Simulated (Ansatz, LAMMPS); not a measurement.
# Convergence of a linear-scaling basis for liquid Si0.5Ge0.5 at 2500 K (104 atoms), part 2 of 3

Wanted: errors and times of a linear-scaling basis for liquid Si0.5Ge0.5 at 2500 K (104 atoms). A setting counts as converged where the r.m.s. difference of forces stays under 1 % of the r.m.s. force.

Ansatz 0.2.0; Kohn-Sham DFT, PBE, PAW (set soft_2), plane waves.

The cell: 52 Si and 52 Ge. The starting topology of bonds comes from the classical model. Sampling is at Γ alone, for a cell whose shortest periodic width is 13 Å.

So far. Step 4 (Support functions low): Forces differ from the reference by 0.25 meV/Å r.m.s., 0.026 % of their size, well within a tolerance of 1 %; the energy by -0.85 meV/atom. It took roughly 2.5 times the reference's time (one timing each, with unlike analyses asked), in 15 cycles against 10.

### Step 5. Support functions medium

With localised support functions most steps grow linearly with size, though the diagonalisation grows faster unless the density matrix is cut; this run measures error and cost at this size.

This step: Kohn-Sham DFT, PBE, PAW (set soft_2), localised support functions (medium) (Ansatz 0.2.0).

input.yaml reads:

```yaml
crystal:
  lattice:
    - [13.1758, 0.0, 0.0]
    - [0.0, 13.1758, 0.0]
    - [0.0, 0.0, 13.1758]
  atoms:
    [... the 104 atom lines of step 3 ...]
kpoints:
  mp_grid: { grid: [1, 1, 1] }
hamiltonian:
  xc: pbe
scf:
  occupations: { method: fermi_dirac, width: 0.05 }
  eigensolver: { kind: { support_functions: { accuracy: medium } } }
  max_iter: 150
output:
  forces: true
  eigenvalues: true
```

The run is started by

```sh
$ ansatz run input.yaml --threads 8 --pin off --max-ram 15872MiB --backend cpu --events-out ev --progress --plain --runs-dir out
```

Log:

```text
[...]
Crystal: 104 atoms, lattice volume = 2287.341 Å³
Basis set: ecut = 420 eV, 44473 PW (Γ), exchange–correlation on 180×180×180 points (8 copies of the dense FFT grid, shifted against one another)
Bands: 562, of which v1, the nominal top of the filled ones, is band 468 counted from 1 (467 counted from 0)
Symmetry: 1 space group operations
k-points: 1
[...]
SCF iter   1: F=—  HF=-256322.012771 eV  |F-HF|=—  |Δ(HF+E_count)|=         —  Δρ=2.74e-2  dr2=4.34e1  ethr=1.00e-1
[...]
SCF iter  15: F=—  HF=-256346.768650 eV  |F-HF|=—  |Δ(HF+E_count)|=   1.09e-3  Δρ=9.01e-6  dr2=2.86e-6  ethr=1.17e-9  κ⁻¹=1.6e-4(r=7)
SCF iter  16: F=-256346.769621 eV  HF=-256346.769622 eV  |F-HF|=1.58e-6  |Δ(HF+E_count)|=   9.73e-4  Δρ=4.92e-6  dr2=8.20e-7  ethr=3.06e-10
SCF 1 converged in 16 iterations: F = -256346.796726 eV  dr2 = 8.20e-7
[...]
SCF converged after 16 iterations
[...]
Free energy (F): -256346.796726 eV
[...]
Internal energy: -256346.390869 eV  (E = F + TS)
E sigma→0 (E₀):  -256346.593797 eV
Entropy (-TS):   -0.405857 eV (-3.902 meV/atom)
Fermi energy:    7.141640 eV
[...]
Σ components = -256346.796726   (vs F -256346.796726, Δ=0.00e0)
--- Forces (eV/Å), atoms counted from 1 ---
  atom   1  Si     1.91758346    -0.82459648     0.28665552
  atom   2  Si    -0.79383285    -1.05651968     0.80094793
  atom   3  Si     0.28168085    -0.13476155    -0.27222486
  atom   4  Si     1.45716733    -0.62906142     0.52497348
[...]
atom 104  Ge     0.88542017     0.00896442     0.19308374
  max |Σ_I F_I| component: 1.80e-3 eV/Å
--- Band table (eV) ---
[...]
```

Run time: 90 s. Hardware: 8 threads of Arm Neoverse V2, shared host; peak memory 4.2 GiB; 12 min of CPU time.

Keys that differ from the reference: support_functions.accuracy = "medium" and scf.max_iter = 150.

Forces differ from the reference by 0.24 meV/Å r.m.s., 0.026 % of their size, well within a tolerance of 1 %; the energy by -0.85 meV/atom. It took roughly 2.7 times the reference's time (one timing each, with unlike analyses asked), in 16 cycles against 10.

### Step 6. Support functions medium, radius 3.54 Å

The radius confines each support function; a larger one gives more freedom and more work per atom.

input.yaml, the sections that differ from step 5:

```yaml
scf:
  occupations: { method: fermi_dirac, width: 0.05 }
  eigensolver: { kind: { support_functions: { accuracy: medium, radius: 3.54 } } }
  max_iter: 150
# crystal, kpoints, hamiltonian, output: as in step 5
```

Log:

```text
Warning: scf.eigensolver.kind.support_functions: disabling space-group detection — the functions' gradient is summed over unrotated k-points, so no spatial operation reduces the k-mesh or symmetrises the density; time reversal is kept, so that k and −k are solved as one point where they differ and the mesh holds both, and exact exchange and, on two spinor components, a DFT+U term hold to it where the run has them: [...]
settings of this run that can trade accuracy for cost: scf.eigensolver.kind.support_functions [...]
Engine: ansatz 0.2.0, aarch64-unknown-linux-gnu
Pseudopotentials: kind: paw
Pseudopotential: Si, paw, valence charge 4, recommended cutoff 420 eV (normal), Si.paw.azcp
Pseudopotential: Ge, paw, valence charge 14, recommended cutoff 420 eV (normal), Ge.paw.azcp
[... 5 lines on functional and potentials left out ...]
Error: SCF: the radius of support functions is under 3.96 Å, the least for these sites at the functions' level (scf.eigensolver.kind.support_functions.accuracy). Use scf.eigensolver.kind: auto, or type scf.eigensolver.kind.support_functions.radius at least as long, [...]
```

Elapsed: 0.92 s, on 8 threads; peak memory 0.36 GiB; 4 s of CPU time.

The program refuses radii under 3.96 Å for these atoms at this level.

### Step 7. Support functions medium, radius 4.04 Å

The radius confines each support function; a larger one gives more freedom and more work per atom.

input.yaml, the sections that differ from step 6:

```yaml
scf:
  occupations: { method: fermi_dirac, width: 0.05 }
  eigensolver: { kind: { support_functions: { accuracy: medium, radius: 4.04 } } }
  max_iter: 150
# crystal, kpoints, hamiltonian, output: as in step 6
```

Log:

```text
[...]
Crystal: 104 atoms, lattice volume = 2287.341 Å³
Basis set: ecut = 420 eV, 44473 PW (Γ), exchange–correlation on 180×180×180 points (8 copies of the dense FFT grid, shifted against one another)
Bands: 562, of which v1, the nominal top of the filled ones, is band 468 counted from 1 (467 counted from 0)
Symmetry: 1 space group operations
k-points: 1
[...]
SCF iter   1: F=—  HF=-256320.361170 eV  |F-HF|=—  |Δ(HF+E_count)|=         —  Δρ=2.73e-2  dr2=4.34e1  ethr=1.00e-1
[...]
SCF iter  15: F=—  HF=-256346.752066 eV  |F-HF|=—  |Δ(HF+E_count)|=   1.62e-3  Δρ=8.72e-6  dr2=2.65e-6  ethr=1.06e-9  κ⁻¹=1.5e-4(r=7)
SCF iter  16: F=-256346.753501 eV  HF=-256346.753502 eV  |F-HF|=1.21e-6  |Δ(HF+E_count)|=   1.44e-3  Δρ=4.48e-6  dr2=6.92e-7  ethr=2.83e-10
SCF 1 converged in 16 iterations: F = -256346.796438 eV  dr2 = 6.92e-7
[...]
SCF converged after 16 iterations
[...]
Free energy (F): -256346.796438 eV
[...]
Internal energy: -256346.390975 eV  (E = F + TS)
E sigma→0 (E₀):  -256346.593707 eV
Entropy (-TS):   -0.405463 eV (-3.899 meV/atom)
Fermi energy:    7.141845 eV
[...]
Σ components = -256346.796438   (vs F -256346.796438, Δ=0.00e0)
--- Forces (eV/Å), atoms counted from 1 ---
  atom   1  Si     1.91770865    -0.82489888     0.28670511
  atom   2  Si    -0.79366986    -1.05663953     0.80098720
  atom   3  Si     0.28197624    -0.13493898    -0.27251866
  atom   4  Si     1.45730525    -0.62884731     0.52488774
[...]
atom 104  Ge     0.88548269     0.00910800     0.19328024
  max |Σ_I F_I| component: 2.72e-3 eV/Å
--- Band table (eV) ---
[...]
```

It took 83 s on 8 threads; peak memory 4 GiB; 11 min of CPU time.

Keys that differ from the reference: support_functions.accuracy = "medium", support_functions.radius = 4.04 and scf.max_iter = 150.

Forces differ from the reference by 0.30 meV/Å r.m.s., 0.032 % of their size, well within a tolerance of 1 %; the energy by -0.85 meV/atom. It took roughly 2.4 times the reference's time (one timing each, with unlike analyses asked), in 16 cycles against 10.

### Step 8. Support functions medium, radius 4.33 Å

The radius confines each support function; a larger one gives more freedom and more work per atom.

input.yaml, the sections that differ from step 7:

```yaml
scf:
  occupations: { method: fermi_dirac, width: 0.05 }
  eigensolver: { kind: { support_functions: { accuracy: medium, radius: 4.33 } } }
  max_iter: 150
# crystal, kpoints, hamiltonian, output: as in step 7
```

Log:

```text
[...]
Crystal: 104 atoms, lattice volume = 2287.341 Å³
Basis set: ecut = 420 eV, 44473 PW (Γ), exchange–correlation on 180×180×180 points (8 copies of the dense FFT grid, shifted against one another)
Bands: 562, of which v1, the nominal top of the filled ones, is band 468 counted from 1 (467 counted from 0)
Symmetry: 1 space group operations
k-points: 1
[...]
SCF iter   1: F=—  HF=-256323.289015 eV  |F-HF|=—  |Δ(HF+E_count)|=         —  Δρ=2.75e-2  dr2=4.35e1  ethr=1.00e-1
[...]
SCF iter  15: F=—  HF=-256346.780590 eV  |F-HF|=—  |Δ(HF+E_count)|=   6.57e-4  Δρ=9.30e-6  dr2=2.99e-6  ethr=1.22e-9  κ⁻¹=1.9e-4(r=7)
SCF iter  16: F=-256346.781175 eV  HF=-256346.781176 eV  |F-HF|=1.31e-6  |Δ(HF+E_count)|=   5.86e-4  Δρ=4.56e-6  dr2=8.20e-7  ethr=3.19e-10
SCF 1 converged in 16 iterations: F = -256346.796849 eV  dr2 = 8.20e-7
[...]
SCF converged after 16 iterations
[...]
Free energy (F): -256346.796849 eV
[...]
Internal energy: -256346.390671 eV  (E = F + TS)
E sigma→0 (E₀):  -256346.593760 eV
Entropy (-TS):   -0.406178 eV (-3.906 meV/atom)
Fermi energy:    7.141504 eV
[...]
Σ components = -256346.796849   (vs F -256346.796849, Δ=0.00e0)
--- Forces (eV/Å), atoms counted from 1 ---
  atom   1  Si     1.91744614    -0.82457623     0.28668962
  atom   2  Si    -0.79365018    -1.05650259     0.80091145
  atom   3  Si     0.28165792    -0.13434633    -0.27228093
  atom   4  Si     1.45710192    -0.62915478     0.52497641
[...]
atom 104  Ge     0.88532513     0.00904156     0.19301609
  max |Σ_I F_I| component: 1.62e-3 eV/Å
--- Band table (eV) ---
[...]
```

The job ended after 1.7 min (8 threads; peak memory 4.5 GiB; 13 min of CPU time).

Keys that differ from the reference: support_functions.accuracy = "medium", support_functions.radius = 4.33 and scf.max_iter = 150.

Forces differ from the reference by 0.16 meV/Å r.m.s., 0.017 % of their size, well within a tolerance of 1 %; the energy by -0.85 meV/atom. It took roughly 3.0 times the reference's time (one timing each, with unlike analyses asked), in 16 cycles against 10.

### Step 9. A run with a doubtful setting

A doubtful change is made on purpose, to see how the program answers.

This step: Kohn-Sham DFT, PBE, PAW (set soft_2), plane waves (Ansatz 0.2.0).

input.yaml, the sections that differ from step 8:

```yaml
scf:
  occupations: { method: fermi_dirac, width: 0.05 }
  convergence: { dr2_threshold: 0.0 }
  max_iter: 60
output:
  forces: true
# crystal, kpoints, hamiltonian: as in step 8
```

Log:

```text
Error: invalid value for `scf.convergence.dr2_threshold`: must be finite and > 0; got 0 eV
```

It took 0.02 s on 8 threads; peak memory 0.031 GiB; 0.02 s of CPU time.

The program refused the input before any cycle.

The program's message: “Error: invalid value for `scf.convergence.dr2_threshold`: must be finite and > 0; got 0 eV”

The fault in the input: a threshold that can't be met (scf.convergence.dr2_threshold = 0.0). The fix is to take out scf.convergence.dr2_threshold.

### Step 10. Another setting: basis.xc_grid = 3

Changed here: basis.xc_grid = 3.

input.yaml, the sections that differ from step 9:

```yaml
scf:
  occupations: { method: fermi_dirac, width: 0.05 }
output:
  forces: true
  stress: true
  populations: true
  dos:
    method: { smearing: { sigma: 0.15 } }
    de: 0.1
    projected: { site_lists: { Ge: [Ge], Si: [Si] } }
  eigenvalues: true
basis:
  xc_grid: 3
# crystal, kpoints, hamiltonian: as in step 9
```

Log:

```text
[...]
Crystal: 104 atoms, lattice volume = 2287.341 Å³
Basis set: ecut = 420 eV, 44473 PW (Γ), exchange–correlation on 270×270×270 points (27 copies of the dense FFT grid, shifted against one another)
Bands: 572, of which v1, the nominal top of the filled ones, is band 468 counted from 1 (467 counted from 0)
Symmetry: 1 space group operations
[...]
k-points: 1
[...]
SCF iter   1: F=—  HF=-256346.879981 eV  |F-HF|=—  |Δ(HF+E_count)|=         —  Δρ=3.78e-3  dr2=1.42e0  ethr=1.77e-3  ⟨swp⟩=5.0  Hψ=2055  notcnv=0  defer=54
[...]
SCF iter   9: F=—  HF=-256346.708160 eV  |F-HF|=—  |Δ(HF+E_count)|=   8.27e-8  Δρ=1.81e-6  dr2=2.04e-7  ethr=1.69e-10  ⟨swp⟩=2.0  Hψ=979  notcnv=0  defer=62
SCF iter  10: F=-256346.708160 eV  HF=-256346.708160 eV  |F-HF|=1.73e-8  |Δ(HF+E_count)|=   6.98e-9  Δρ=6.85e-7  dr2=2.59e-8  ethr=1.07e-11  ⟨swp⟩=12.0  Hψ=2333  notcnv=0
SCF 1 converged in 10 iterations: F = -256346.708160 eV  dr2 = 2.59e-8
[...]
SCF converged after 10 iterations
Free energy (F): -256346.708160 eV
[...]
Internal energy: -256346.301618 eV  (E = F + TS)
E sigma→0 (E₀):  -256346.504889 eV
Entropy (-TS):   -0.406542 eV (-3.909 meV/atom)
Fermi energy:    7.141609 eV
[...]
Σ components = -256346.708160   (vs F -256346.708160, Δ=0.00e0)
--- Forces (eV/Å), atoms counted from 1 ---
  atom   1  Si     1.91734678    -0.82454954     0.28665056
  atom   2  Si    -0.79355321    -1.05652375     0.80084518
  atom   3  Si     0.28144920    -0.13437309    -0.27238105
  atom   4  Si     1.45723037    -0.62922639     0.52483924
[...]
atom 104  Ge     0.88539891     0.00886328     0.19260164
  max |Σ_I F_I| component: 2.67e-5 eV/Å
--- Stress (GPa, compression-positive) ---
        1.060316       0.152199       0.351844
        0.152199       2.032850       0.478994
        0.351844       0.478994       1.327996
  P = ⅓ Tr σ = 1.4737 GPa (14.737 kbar)
--- Band table (eV) ---
[...]
--- Löwdin populations: 104 sites ---
  site symbol       q [e]
     0     Si      3.8762
     1     Si      3.9593
     2     Si      3.8671
[...]
103     Ge     14.0691
  spilling = 0.004699 (of n_electrons = 936.000000)
```

It took 32 s on 8 threads; peak memory 3.9 GiB.

Forces differ from the reference by 0.001 meV/Å r.m.s., 1.0e-4 % of their size. The change had no effect here: energy, forces and cycles are those of the reference.

### Step 11. What each setting buys

Each row is set against the plane-wave reference (Kohn-Sham DFT, PBE, PAW (set soft_2), plane waves; r.m.s. force component 0.940 eV/Å). Energies are set beside the reference only for runs with its functional, potentials and electron count. Times are for 8 threads of Arm Neoverse V2, shared host. The reference's time includes the DOS, ELF, the stress and grids, which some other runs skip.

```tsv
run	Δ force, r.m.s. (meV/Å)	share of r.m.s. force (%)	Δ energy (meV/atom)	Δ pressure (GPa)	cycles	time	host memory (GiB)
reference	-	-	-	-	10	34 s	3.5
support functions low	0.249	0.0265	-0.853	-	15	85 s	4.2
support functions medium	0.24	0.0256	-0.852	-	16	90 s	4.2
support functions medium, radius 4.04 Å	0.299	0.0318	-0.850	-	16	83 s	4.0
support functions medium, radius 4.33 Å	0.161	0.0172	-0.854	-	16	1.7 min	4.5
basis.xc_grid = 3	0.001	1.0e-4	-8.0e-4	0	10	32 s	3.9
```

### Step 12. The reference in detail

With the settings judged, the reference run is read for its physics.

Neighbours are counted within 2.98 Å (Ge-Ge), 2.93 Å (Ge-Si), 2.88 Å (Si-Si).

Length of the force by element and coordination:

```tsv
element	coordination	atoms	mean length of the force (eV/Å)	spread	least	most
Ge	all	52	1.41	0.865	0.39	4.64
Ge	3	2	1.13	0.447	0.683	1.58
Ge	4	31	1.54	0.939	0.39	4.64
Ge	5	16	1.23	0.788	0.443	2.98
Ge	6	3	1.31	0.105	1.17	1.42
Si	all	52	1.43	0.722	0.383	3.50
Si	3	9	1.60	0.999	0.46	3.50
Si	4	32	1.48	0.640	0.383	3.02
Si	5	9	1.23	0.583	0.437	2.10
Si	6	2	0.710	0.300	0.41	1.01
```

Löwdin charges by element and coordination (they lack the spilled electrons, 0.042 e an atom on average):

```tsv
element	coordination	atoms	mean charge (e)	spread	least	most
Ge	all	52	0.0097	0.0362	-0.0713	0.0868
Ge	3	2	-0.0218	0.0495	-0.0713	0.0278
Ge	4	31	0.0149	0.0323	-0.0691	0.0802
Ge	5	16	0.0044	0.0371	-0.0559	0.0868
Ge	6	3	0.0051	0.0437	-0.0551	0.0476
Si	all	52	0.0748	0.0298	0.0161	0.133
Si	3	9	0.0758	0.0359	0.0262	0.129
Si	4	32	0.0741	0.0306	0.0161	0.133
Si	5	9	0.0719	0.0185	0.0523	0.105
Si	6	2	0.0957	0.0129	0.0827	0.109
```

States in the cell by windows of 1 eV, zero at the Fermi level; the larger projections on atomic orbitals stand beside the total:

```tsv
from (eV)	to (eV)	total	Si p	Ge p	Ge s	Si s
-18	-13	0.0	0.0	0.0	0.0	0.0
-13	-12	6.4	0.6	0.7	3.2	1.9
-12	-11	21.5	2.8	3.3	8.9	6.3
-11	-10	24.1	3.9	3.7	9.0	7.3
-10	-9	29.2	5.1	4.6	10.8	8.6
-9	-8	31.5	5.9	5.4	11.1	8.9
-8	-7	27.0	6.2	5.1	7.7	7.8
-7	-6	24.1	5.9	5.0	6.7	6.3
-6	-5	28.7	7.8	7.8	5.8	7.2
-5	-4	28.9	11.3	10.8	2.6	4.0
-4	-3	51.4	23.0	22.4	2.7	2.9
-3	-2	51.6	23.7	22.1	2.6	2.5
-2	-1	48.9	21.3	21.1	3.0	2.6
-1	0	43.0	17.2	17.9	3.6	3.1
0	1	44.9	17.0	17.6	4.1	4.0
1	2	47.7	17.8	18.1	3.8	4.2
2	3	56.8	20.6	20.6	4.2	5.0
```

Between -25 and -18 eV lie 520 more states.

The levels nearest the highest filled one (over half full), pooled over k-points and spins:

```tsv
level less the highest filled one (eV)	occupation
-0.258	1.99
-0.237	1.99
-0.0836	1.78
-0.0771	1.76
-0.0349	1.51
0	1.22
0.0548	0.684
0.0775	0.496
0.0829	0.457
0.192	0.065
0.226	0.033
0.283	0.011
```

(Continued in part 3 of 3.)

[Long decimals in the printed logs are rounded to 6 places.]

[Logs are printed without paths, hosts, clocks, repeated set-up lines and the standing remarks that a program may print on its own settings, such as how far it seeks lower states.]

[Hosts, paths, dates, database ids (printed as entryN), source tags and the programs' standing remarks are cut or masked in the printed files.]
